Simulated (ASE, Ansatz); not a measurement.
**Random rock-salt alloy of CaS and PbS (64 atoms): a single point**

What does DFT give for random rock-salt alloy of CaS and PbS (64 atoms) as built?

Calculated with Ansatz 0.2.0; Kohn-Sham DFT, PBE, PAW (set soft_2), plane waves.

## 1. Starting point

The cell holds 64 atoms: 28 Pb, 32 S and 4 Ca. Cell: a = 11.810 Å, b = 11.810 Å, c = 11.810 Å, α = 90.0°, β = 90.0°, γ = 90.0°. It derives from CaS (rock-salt) and PbS, repeated 2×2×2. Rock-salt CaS, 2 x 2 x 2 conventional cells, 28 of 32 Ca sites given to Pb at random (x = 0.875), lattice by Vegard's rule (a = 5.905 Å); not relaxed, displaced by a Gaussian of 0.02 Å.

Limits known from the start: The host structure and its lattice constant were typed by rule, without a check against the phase diagram. Sampling is at Γ alone, for a cell whose shortest periodic width is 12 Å. Spin–orbit coupling is left out, which matters for the levels of the heavy elements.

## 2. Plane-wave single point

One self-consistent run at the given positions yields energy and forces.

File input.yaml:

```yaml
crystal:
  lattice:
    - [11.8104, 0.0, 0.0]
    - [0.0, 11.8104, 0.0]
    - [0.0, 0.0, 11.8104]
  atoms:
    - { symbol: Pb, position: [0.00094, 0.00446, 0.00047] }
    - { symbol: S, position: [0.25056, 0.00281, 0.99927] }
    - { symbol: Pb, position: [0.99971, 0.2512, 0.24905] }
    - { symbol: S, position: [0.25225, 0.24835, 0.24748] }
    - { symbol: Pb, position: [0.24919, 0.99901, 0.25236] }
    - { symbol: S, position: [0.99996, 0.99994, 0.24788] }
    - { symbol: Pb, position: [0.24809, 0.24859, 0.00026] }
    - { symbol: S, position: [0.00118, 0.24891, 0.00081] }
    - { symbol: Pb, position: [0.00223, 0.00012, 0.49936] }
    - { symbol: S, position: [0.24728, 0.99755, 0.49763] }
    - { symbol: Pb, position: [0.99844, 0.24934, 0.75013] }
    - { symbol: S, position: [0.2465, 0.24996, 0.74904] }
    - { symbol: Ca, position: [0.2504, 0.00161, 0.74657] }
    - { symbol: S, position: [0.9989, 0.99974, 0.74991] }
    - { symbol: Pb, position: [0.25168, 0.2507, 0.50042] }
    - { symbol: S, position: [0.00101, 0.25008, 0.50119] }
    - { symbol: Pb, position: [0.00041, 0.49692, 0.00127] }
    - { symbol: S, position: [0.24847, 0.50141, 0.99707] }
    - { symbol: Pb, position: [0.99696, 0.74822, 0.2505] }
    - { symbol: S, position: [0.25242, 0.74839, 0.25105] }
    - { symbol: Pb, position: [0.24897, 0.4991, 0.25159] }
    - { symbol: S, position: [0.00377, 0.49952, 0.25176] }
    - { symbol: Pb, position: [0.25041, 0.7516, 0.99926] }
    - { symbol: S, position: [0.99945, 0.75393, 0.00067] }
    - { symbol: Pb, position: [0.99783, 0.49969, 0.49701] }
    - { symbol: S, position: [0.25463, 0.499, 0.50016] }
    - { symbol: Pb, position: [0.99896, 0.74962, 0.75224] }
    - { symbol: S, position: [0.24697, 0.75096, 0.74951] }
    - { symbol: Pb, position: [0.25064, 0.49867, 0.75006] }
    - { symbol: S, position: [0.99838, 0.49722, 0.74822] }
    - { symbol: Ca, position: [0.25007, 0.75084, 0.49928] }
    - { symbol: S, position: [0.9998, 0.75026, 0.50004] }
    - { symbol: Pb, position: [0.5017, 0.00121, 0.99954] }
    - { symbol: S, position: [0.7481, 0.99881, 0.99984] }
    - { symbol: Pb, position: [0.49903, 0.24826, 0.25104] }
    - { symbol: S, position: [0.74997, 0.25113, 0.24884] }
    - { symbol: Pb, position: [0.74794, 0.00059, 0.25095] }
    - { symbol: S, position: [0.50004, 0.00099, 0.24822] }
    - { symbol: Pb, position: [0.74864, 0.24991, 0.00121] }
    - { symbol: S, position: [0.49841, 0.25106, 0.00207] }
    - { symbol: Pb, position: [0.50017, 0.99894, 0.49745] }
    - { symbol: S, position: [0.75145, 0.9979, 0.50089] }
    - { symbol: Pb, position: [0.49898, 0.24867, 0.75124] }
    - { symbol: S, position: [0.75255, 0.25095, 0.75195] }
    - { symbol: Pb, position: [0.74826, 0.00069, 0.75104] }
    - { symbol: S, position: [0.50029, 0.00046, 0.74831] }
    - { symbol: Ca, position: [0.74796, 0.25114, 0.49954] }
    - { symbol: S, position: [0.4979, 0.25044, 0.49884] }
    - { symbol: Pb, position: [0.50128, 0.49795, 0.99865] }
    - { symbol: S, position: [0.75091, 0.4999, 0.00086] }
    - { symbol: Pb, position: [0.50129, 0.75021, 0.25205] }
    - { symbol: S, position: [0.74853, 0.74965, 0.24864] }
    - { symbol: Pb, position: [0.74819, 0.49696, 0.24977] }
    - { symbol: S, position: [0.49625, 0.50327, 0.24818] }
    - { symbol: Pb, position: [0.75366, 0.74833, 0.00291] }
    - { symbol: S, position: [0.49888, 0.75057, 0.00212] }
    - { symbol: Pb, position: [0.49973, 0.50081, 0.50086] }
    - { symbol: S, position: [0.75199, 0.49924, 0.49937] }
    - { symbol: Ca, position: [0.5023, 0.7497, 0.74989] }
    - { symbol: S, position: [0.75098, 0.74828, 0.74941] }
    - { symbol: Pb, position: [0.75246, 0.49989, 0.74784] }
    - { symbol: S, position: [0.50092, 0.50059, 0.74793] }
    - { symbol: Pb, position: [0.74896, 0.7522, 0.49997] }
    - { symbol: S, position: [0.50122, 0.74738, 0.50004] }
kpoints:
  mp_grid: { grid: [1, 1, 1] }
hamiltonian:
  xc: pbe
scf:
  occupations: { method: fermi_dirac, width: 0.025 }
output:
  forces: true
  stress: true
  populations: true
  dos:
    method: { smearing: { sigma: 0.08 } }
    de: 0.1
    projected: { site_lists: { Ca: [Ca], Pb: [Pb], S: [S] } }
  eigenvalues: true
  write_density: true
  write_potential: true
  volumetric_format: npy
```

The run is started by

```bash
ansatz run input.yaml --threads 8 --pin off --max-ram 15872MiB --backend cpu --events-out ev --progress --plain --runs-dir out
```

Numbers of over 12 decimals in the logs are rounded to 6 here.

What it wrote:

```text
Engine: ansatz 0.2.0, aarch64-unknown-linux-gnu
Pseudopotentials: kind: paw
Pseudopotential: Pb, paw, valence charge 14, recommended cutoff 420 eV (normal), Pb.paw.azcp
Pseudopotential: S, paw, valence charge 6, recommended cutoff 420 eV (normal), S.paw.azcp
Pseudopotential: Ca, paw, valence charge 10, recommended cutoff 420 eV (normal), Ca.paw.azcp
[... 5 lines on functional and potentials left out ...]
Crystal: 64 atoms, lattice volume = 1647.380 Å³
Basis set: ecut = 420 eV, 32231 PW (Γ), exchange–correlation on 160×160×160 points (8 copies of the dense FFT grid, shifted against one another)
Bands: 376, of which v1, the nominal top of the filled ones, is band 312 counted from 1 (311 counted from 0)
Symmetry: 1 space group operations
Space group: P1 (ITA 1), of the structure as read, at distance tolerance 1.2e-4 Å
k-points: 1
[... 7 lines on functional and potentials left out ...]
Initial density: superposition of atomic densities (neutral atoms: chi_scale 0, normalization atom), corrected by the library's trained network
Initial wavefunctions: pseudopotential atomic-orbital guess
Functional: x = pbe(κ = 0.804, μ = 0.219515), c = pbe(β = 0.066725)
SCF iter   1: F=—  HF=-369546.600126 eV  |F-HF|=—  |Δ(HF+E_count)|=         —  Δρ=6.22e-3  dr2=9.97e-1  ethr=1.77e-3  ⟨swp⟩=6.0  Hψ=1525  notcnv=0  defer=44
preconditioner: auto → Resta (q_TF=auto, 2.321 Å⁻¹)  ε∞=3.7  [insulator: Δε(μ)=0.477 eV  Ē_g=13.882 eV  σ=0.025 eV  W_gap=1.00  n_scr=364 (ndim 8)  ℏωp=22.7 eV  f_vac=0.000  D(μ)=0.01/eV (n_scr^D=0)  ε∞_Penn≈3.7]
SCF iter   2: F=—  HF=-369546.393099 eV  |F-HF|=—  |Δ(HF+E_count)|=   2.07e-1  Δρ=2.71e-3  dr2=1.25e-1  ethr=1.60e-4  ⟨swp⟩=2.0  Hψ=483  notcnv=0  defer=49
SCF iter   3: F=—  HF=-369546.379672 eV  |F-HF|=—  |Δ(HF+E_count)|=   1.34e-2  Δρ=9.76e-4  dr2=1.76e-2  ethr=2.01e-5  ⟨swp⟩=2.0  Hψ=438  notcnv=0  defer=49
SCF iter   4: F=—  HF=-369546.379630 eV  |F-HF|=—  |Δ(HF+E_count)|=   4.27e-5  Δρ=2.18e-4  dr2=1.99e-3  ethr=2.83e-6  ⟨swp⟩=2.0  Hψ=451  notcnv=0  defer=49
SCF iter   5: F=—  HF=-369546.379616 eV  |F-HF|=—  |Δ(HF+E_count)|=   1.39e-5  Δρ=7.40e-5  dr2=1.05e-4  ethr=3.20e-7  ⟨swp⟩=2.0  Hψ=430  notcnv=0  defer=49
SCF iter   6: F=—  HF=-369546.379649 eV  |F-HF|=—  |Δ(HF+E_count)|=   3.35e-5  Δρ=2.37e-5  dr2=2.67e-5  ethr=1.69e-8  ⟨swp⟩=2.0  Hψ=483  notcnv=0  defer=49
SCF iter   7: F=—  HF=-369546.381609 eV  |F-HF|=—  |Δ(HF+E_count)|=   1.96e-3  Δρ=8.50e-6  dr2=2.49e-6  ethr=4.28e-9  ⟨swp⟩=2.0  Hψ=688  notcnv=0  defer=49
SCF iter   8: F=—  HF=-369546.381610 eV  |F-HF|=—  |Δ(HF+E_count)|=   7.14e-7  Δρ=3.25e-6  dr2=3.04e-7  ethr=4.00e-10  ⟨swp⟩=2.0  Hψ=448  notcnv=0  defer=49
SCF iter   9: F=—  HF=-369546.381610 eV  |F-HF|=—  |Δ(HF+E_count)|=   2.91e-7  Δρ=1.64e-6  dr2=1.61e-7  ethr=1.60e-11  ⟨swp⟩=25.0  Hψ=3489  notcnv=0
SCF iter  10: F=-369546.381610 eV  HF=-369546.381610 eV  |F-HF|=2.85e-9  |Δ(HF+E_count)|=  5.82e-11  Δρ=4.27e-7  dr2=4.19e-9  ethr=1.60e-11  ⟨swp⟩=9.0  Hψ=2109  notcnv=0
SCF 1 converged in 10 iterations: F = -369546.381610 eV  dr2 = 4.19e-9
  greatest PAW one-centre occupation: 0.995 electrons in one spin orbital (limit 2), on the Ca atom at site 12 (counted from 0), in its partial waves of l = 0
SCF converged after 10 iterations
Free energy (F): -369546.381610 eV
Harris-Foulkes:  -369546.381610 eV  (|F-HF|=2.85e-9)
Internal energy: -369546.381429 eV  (E = F + TS)
E sigma→0 (E₀):  -369546.381520 eV
Entropy (-TS):   -0.000181 eV (-0.003 meV/atom)
Fermi energy:    8.623929 eV
--- Per-component energies (eV) ---
  E_band       = -2068.258589
  E_kinetic    = 12602.122288
  E_local      = -37887.866566  (includes V_loc(G=0)·N_el)
  E_nonlocal   = 10961.018704
  E_hartree    = 14562.577860
  E_xc         = -9883.389087
  E_vxc        = -7241.364136  (∫ρ·V_xc dr)
  E_paw        = -313906.000923  (= ΣΔE_a)
  E_vpaw       = -9627.325698  (= ΣTr[D̂ρ^β])
  E_aug_tail   = 0.001402  (compensation charges beyond the density's cutoff)
  E_ewald      = -45994.845108
  E_smearing   = -0.000181  (= −TS)
  E_closure    = 0.000000  (closes the sum)
  Σ components = -369546.381610   (vs F -369546.381610, Δ=0.00e0)
--- Forces (eV/Å), atoms counted from 1 ---
  atom   1  Pb    -0.00797838    -0.18556226     0.05731817
  atom   2  S     -0.02930678    -0.02642197    -0.32067600
  atom   3  Pb     0.07415754    -0.12033991     0.06143326
  atom   4  S     -0.03216695     0.09857941    -0.17817410
  atom   5  Pb    -0.08672298    -0.01021985    -0.22788725
  atom   6  S     -0.12867951     0.01203249     0.01084960
  atom   7  Pb     0.08467595     0.08932184     0.10134600
  atom   8  S     -0.00793775     0.16922377     0.12836944
  atom   9  Pb    -0.11613872    -0.00087857    -0.02599548
  atom  10  S      0.22822998    -0.37223062     0.45945727
  atom  11  Pb    -0.01019590     0.08584689    -0.05692242
  atom  12  S      0.20594698    -0.34195276     0.05000431
  atom  13  Ca    -0.13319435    -0.01622973     0.17652613
  atom  14  S      0.30158410    -0.01061400    -0.12523495
[...]
atom  63  Pb     0.20008355    -0.08167793     0.04847126
  atom  64  S     -0.48509531     0.20928013     0.46323070
  max |Σ_I F_I| component: 1.17e-5 eV/Å
--- Stress (GPa, compression-positive) ---
        4.439633       0.011479      -0.008996
        0.011479       4.369315       0.003943
       -0.008996       0.003943       4.380107
  P = ⅓ Tr σ = 4.3964 GPa (43.964 kbar)
--- Band table (eV) ---
  k-point 0: bands = ["-32.4998", "-32.4889", "-32.4750", "-32.4191", [... 360 levels ...], "11.9078", "11.9248", "11.9637", "11.9940", "12.0371", "12.3459", "12.3762", "12.4542", "12.6116", "12.6720", "12.6903", "12.7193"]
--- Löwdin populations: 64 sites ---
  site symbol       q [e]
     0     Pb     13.4152
     1      S      6.6207
     2     Pb     13.4177
[...]
63      S      6.7178
  spilling = 0.004830 (of n_electrons = 624.000000)
```

It took 17 s on 8 threads of Arm Neoverse V1, shared host; peak memory 2 GiB.

In the SCF lines HF is the Harris–Foulkes energy and dr2 the Hartree energy of the density residual, in eV; the loop may stop once dr2 is under the threshold and the program's other checks hold. Hψ counts applications of the Hamiltonian.

The run gave:

- free energy: -369546.3816 eV
- free energy per atom: -5774.1622 eV/atom
- SCF cycles: 10
- pressure: 4.396 GPa
- r.m.s. force component: 0.1687 eV/Å
- longest force: 0.73 eV/Å
- Fermi energy: 8.624 eV
- gap (highest filled to lowest empty level): 0.434 eV
- spilling of the projection: 0.00483

Length of the force by element:

```tsv
element	coordination	atoms	mean length of the force (eV/Å)	spread	least	most
Ca	all	4	0.167	0.0397	0.110	0.222
Pb	all	28	0.148	0.0491	0.0427	0.270
S	all	32	0.341	0.172	0.0287	0.73
```

Löwdin charges by element (they lack the spilled electrons, 0.047 e an atom on average):

```tsv
element	coordination	atoms	mean charge (e)	spread	least	most
Ca	all	4	1.56	0.0045	1.55	1.56
Pb	all	28	0.572	0.019	0.525	0.596
S	all	32	-0.601	0.0736	-0.819	-0.509
```

Charge against the make-up of the first shell:

```tsv
Ca neighbours of S	atoms	mean charge (e)
0	13	-0.526
1	15	-0.626
2	3	-0.721
3	1	-0.819
```

Density of states as counts of states in windows of 1 eV (from the Fermi level), total and the larger projections:

```tsv
from (eV)	to (eV)	total	S p	Pb p	Pb s	S s	Pb d
-18	-17	272.0	0.6	0.2	0.0	0.8	270.4
-17	-16	8.0	0.0	0.0	0.0	0.0	8.0
-16	-14	0.0	0.0	0.0	0.0	0.0	0.0
-14	-13	13.0	0.1	1.5	2.3	8.6	0.1
-13	-12	49.4	0.2	6.8	1.8	39.4	0.7
-12	-11	1.6	0.0	0.1	0.0	1.4	0.0
-11	-10	0.0	0.0	0.0	0.0	0.0	0.0
-10	-9	6.2	1.7	0.0	4.4	0.1	0.0
-9	-8	30.5	5.7	0.0	22.8	1.9	0.1
-8	-7	17.3	1.8	0.1	12.5	2.9	0.0
-7	-6	2.0	0.1	0.0	1.3	0.6	0.0
-6	-5	6.0	3.2	2.7	0.0	0.0	0.0
-5	-4	29.6	18.2	11.1	0.0	0.0	0.0
-4	-3	48.7	35.5	11.1	0.4	0.4	0.1
-3	-2	55.6	49.8	3.8	0.5	0.1	0.3
-2	-1	36.4	27.4	2.4	5.5	0.2	0.2
-1	0	15.6	10.3	0.9	3.8	0.1	0.0
0	1	8.0	0.3	5.8	0.0	1.6	0.0
1	2	43.5	3.7	34.3	0.0	3.6	0.0
2	3	38.3	3.6	22.9	0.0	1.1	0.0
```

The curve was stored every 0.100 eV, coarse against its broadening of 0.08 eV, so these counts are rough.

Between -26 and -18 eV lie 24 more states.

The levels nearest the highest filled one (over half full), pooled over k-points and spins:

```tsv
level less the highest filled one (eV)	occupation
-0.705	2
-0.689	2
-0.303	2
-0.161	2
-0.154	2
0	2
0.434	0
0.492	0
0.506	0
0.577	0
1.37	0
1.39	0
```

Valence density in the ac plane at fractional y = 0.000, with atoms of Pb and S and Ca within 0.2 Å of it. It is the smooth field of the valence electrons, not physical close to the nuclei.

Values in units of 1e0 e/Å³, 13 rows by 16 columns, each cell a mean:
```
3.3 0.5 0.3 0.8 0.8 0.4 0.3 2.3 3.4 0.6 0.3 0.8 0.8 0.4 0.3 2.3
0.3 0.1 0.1 0.2 0.2 0.1 0.1 0.2 0.3 0.1 0.1 0.3 0.3 0.1 0.1 0.2
0.8 0.4 0.1 1.5 2.2 0.3 0.2 0.8 0.8 0.4 0.3 2.4 3.1 0.5 0.3 0.8
0.8 0.5 0.2 2.9 4.0 0.5 0.3 0.9 0.8 0.5 0.4 3.6 4.7 0.7 0.3 0.9
0.3 0.1 0.1 0.2 0.3 0.1 0.1 0.3 0.4 0.1 0.1 0.3 0.4 0.1 0.1 0.3
1.7 0.3 0.2 0.6 0.7 0.2 0.2 1.1 1.5 0.3 0.2 0.6 0.7 0.3 0.2 1.2
6.0 0.9 0.4 0.9 0.8 0.5 0.4 4.2 5.9 0.8 0.3 0.9 0.8 0.6 0.4 3.9
0.9 0.2 0.2 0.5 0.6 0.2 0.1 0.7 1.0 0.2 0.1 0.4 0.5 0.2 0.1 0.7
0.5 0.2 0.1 0.7 0.9 0.2 0.1 0.4 0.5 0.2 0.1 0.7 0.8 0.2 0.1 0.4
0.8 0.5 0.4 4.3 5.8 0.8 0.3 0.9 0.8 0.5 0.5 4.4 5.6 0.7 0.3 0.9
0.8 0.3 0.2 1.3 1.7 0.3 0.2 0.7 0.8 0.3 0.2 1.4 1.7 0.3 0.2 0.7
0.4 0.1 0.1 0.3 0.3 0.1 0.1 0.3 0.4 0.1 0.1 0.3 0.3 0.1 0.1 0.3
4.8 0.7 0.3 0.9 0.8 0.5 0.3 3.2 4.8 0.7 0.3 0.9 0.8 0.4 0.3 3.3
```
Columns run along a (11.8 Å), rows up along c (11.8 Å). Atoms in or near the plane, at fractional coordinates: Pb at (0.00, 0.00), S at (0.25, 0.00), Pb at (0.25, 0.25), S at (0.00, 0.25), Pb at (0.00, 0.50), S at (0.25, 0.50), Ca at (0.25, 0.75), S at (0.00, 0.75), Pb at (0.50, 0.00), S at (0.75, 0.00), Pb at (0.75, 0.25), S at (0.50, 0.25), Pb at (0.50, 0.50), S at (0.75, 0.50) and more.

Electrostatic potential energy in the ac plane at fractional y = 0.000, with atoms of Pb and S and Ca within 0.2 Å of it. With pseudopotentials it is smooth inside the atoms' cores, unlike the true potential.

Values in eV, 13 rows by 16 columns, each cell a mean:
```
-25  -3   8 -12 -16   5   4 -23 -25  -4   8 -12 -16   6   4 -22
  6  10  11   8   8  10  10   7   6  10  10   7   6  10  10   7
-15   6   6 -14 -19   2   9 -10 -15   6   3 -23 -25  -2   9 -11
-22   4   4 -25 -30  -2   7 -19 -23   3   1 -27 -27  -6   7 -19
  6  10  10   4   3   8  10   7   6  10  10   2   1   9  11   7
-18   2   9  -3  -5   9   7 -13 -17   3  10  -3  -8   8   7 -13
-25 -11   5 -23 -25   2   0 -28 -26 -10   7 -21 -25   1   1 -28
-10   5  10   2   0  10   8  -7 -11   5  10   4   1  10   8  -6
  2  10   8  -6  -9   6  10   4   2  10   8  -6  -8   6  11   5
-24   2   0 -28 -26  -9   7 -21 -24   1  -1 -28 -26  -8   7 -21
 -9   8   6 -14 -18   3  10  -5  -9   8   6 -15 -18   3  10  -5
  1   9  11   8   7  10  10   4   1   9  11   7   7  10  10   3
-27  -7   7 -17 -21   3   2 -26 -27  -8   7 -18 -21   4   2 -27
```
Columns run along a (11.8 Å; values clipped at the 3rd and 97th percentile), rows up along c (11.8 Å). Atoms in or near the plane, at fractional coordinates: Pb at (0.00, 0.00), S at (0.25, 0.00), Pb at (0.25, 0.25), S at (0.00, 0.25), Pb at (0.00, 0.50), S at (0.25, 0.50), Ca at (0.25, 0.75), S at (0.00, 0.75), Pb at (0.50, 0.00), S at (0.75, 0.00), Pb at (0.75, 0.25), S at (0.50, 0.25), Pb at (0.50, 0.50), S at (0.75, 0.50) and more.

Mean Löwdin charges: Ca +1.56, Pb +0.57, S -0.60 e (they miss 0.48 % of the electrons, so they add up to more than the cell's charge). The charge on S changes by -0.098 e for each Ca neighbour that takes the place of another kind, on average. The largest share in the top eV of filled states is S p (68 % of the projected weight), and in the lowest eV of empty states Pb p (73 % of the projected weight).

## 3. Distances and neighbours

Bonds and neighbours are counted at the geometry of the runs.

Density 7.04 g/cm³, 25.74 Å³ an atom.

Pair distribution functions g(r), in bins of 0.2 Å:

```tsv
r (Å)	total	S-S	S-Pb	S-Ca	Pb-Pb	Pb-Ca	Ca-Ca
2.80	0.23	0.00	0.53	0.00	0.00	0.00	0.00
3.00	6.83	0.00	13.56	14.01	0.00	0.00	0.00
3.20	0.00	0.00	0.00	0.00	0.00	0.00	0.00
3.40	0.00	0.00	0.00	0.00	0.00	0.00	0.00
3.60	0.00	0.00	0.00	0.00	0.00	0.00	0.00
3.80	0.00	0.00	0.00	0.00	0.00	0.00	0.00
4.00	0.04	0.08	0.00	0.00	0.10	0.00	0.00
4.20	7.01	14.04	0.00	0.00	14.02	14.07	13.99
4.40	0.00	0.00	0.00	0.00	0.00	0.00	0.00
4.60	0.00	0.00	0.00	0.00	0.00	0.00	0.00
4.80	0.00	0.00	0.00	0.00	0.00	0.00	0.00
5.00	1.09	0.00	2.25	1.79	0.00	0.00	0.00
5.20	2.04	0.00	4.03	4.49	0.00	0.00	0.00
5.40	0.00	0.00	0.00	0.00	0.00	0.00	0.00
5.60	0.00	0.00	0.00	0.00	0.00	0.00	0.00
5.80	0.74	1.49	0.00	0.00	1.46	1.70	0.00
6.00	1.02	2.04	0.00	0.00	2.00	2.33	0.00
6.20	0.00	0.00	0.00	0.00	0.00	0.00	0.00
6.40	0.00	0.00	0.00	0.00	0.00	0.00	0.00
6.60	5.64	0.00	11.25	11.25	0.00	0.00	0.00
6.80	0.00	0.00	0.00	0.00	0.00	0.00	0.00
7.00	0.00	0.00	0.00	0.00	0.00	0.00	0.00
7.20	4.63	9.24	0.00	0.00	9.29	9.51	6.33
7.40	0.07	0.14	0.00	0.00	0.06	0.33	0.00
7.60	0.00	0.00	0.00	0.00	0.00	0.00	0.00
7.80	0.00	0.00	0.00	0.00	0.00	0.00	0.00
```

Bonds by pair of elements; cutoffs follow the first minimum of g(r), held within bounds set by covalent radii, and pairs that aren't listed don't count as bonded:

```tsv
pair A-B	cutoff (Å)	bonds	mean length (Å)	spread (Å)	shortest (Å)	B about A	A about B
S-Pb	3.38	168	2.95	0.029	2.89	5.25	6
S-Ca	3.38	24	2.96	0.023	2.91	0.75	6
```

How many atoms have how many bonded neighbours:

```tsv
element	mean	6
Ca	6	4
Pb	6	28
S	6	32
```

Bond angles (no mean is given where the spread exceeds 20°):

```tsv
angle	count	mean (°)	spread (°)
S-Pb-S	420	-	-
Pb-S-Pb	366	-	-
Ca-S-Pb	108	-	-
S-Ca-S	60	-	-
Ca-S-Ca	6	90	0.6
```

For some of the pairs, g(r) has its first main peak near 4.18 Å (S-S), 2.95 Å (S-Pb), 2.96 Å (S-Ca), 4.17 Å (Pb-Pb) and 4.18 Å (Pb-Ca). Counting bonds as in the table, all Ca atoms have 6, all Pb atoms have 6 and all S atoms have 6 bonded neighbours.

A closer look about S28, which bears the longest force: 8 atoms, nearest first, numbered in the order of the input, with positions taken from that point.

```tsv
atom	x	y	z	distance (Å)	bonds	Löwdin charge (e)	Fx	Fy	Fz (eV/Å)
S28	0.00	0.00	0.00	0.00	6	-0.82	0.524	0.348	-0.370
Pb27	-2.93	-0.02	0.03	2.93	6	0.56	-0.081	-0.033	-0.004
Pb23	0.04	0.01	2.95	2.95	6	0.55	0.029	-0.103	0.153
Ca31	0.04	0.00	-2.96	2.96	6	1.56	-0.069	-0.150	-0.052
Ca13	0.04	2.96	-0.03	2.96	6	1.55	-0.133	-0.016	0.177
Pb29	0.04	-2.98	0.01	2.98	6	0.55	-0.096	-0.012	0.074
Ca59	3.02	-0.01	0.00	3.02	6	1.55	-0.025	-0.059	0.089
S32	-2.92	-0.01	-2.95	4.15	6	-0.63	0.410	0.052	-0.046
```

The column of bonds counts only the pairs S-Pb within 3.38 Å, S-Ca within 3.38 Å; other neighbours, such as metal atoms beside each other in a compound, aren't counted, and periodic images can show an atom twice.

## 4. Outcome

```
free energy per atom                             : -5774.1622 eV/atom
density                                          : 7.044 g/cm³
pressure                                         : 4.396 GPa
r.m.s. force component                           : 0.1687 eV/Å
gap (highest filled to lowest empty level) : 0.434 eV
wall time of the 1 DFT run                       : 17 s
```

**Reading.** Filled and empty levels are parted by 0.434 eV at Γ alone; the mesh holds the band edges only if they fold onto it, so the gap at this level can be narrower or closed. Counting bonds as in the table, all Ca atoms have 6, all Pb atoms have 6 and all S atoms have 6 bonded neighbours.

**Limits.** The geometry was built by rule, was displaced at random and isn't relaxed at this level: its force components are 0.17 eV/Å r.m.s. The pressure of 4.4 GPa says that the cell would expand at this level of theory.

[Logs are printed without paths, hosts, clocks, repeated set-up lines and the standing remarks that a program may print on its own settings, such as how far it seeks lower states.]

[Hosts, paths, dates, database ids (printed as entryN), source tags and the programs' standing remarks are cut or masked in the printed files.]
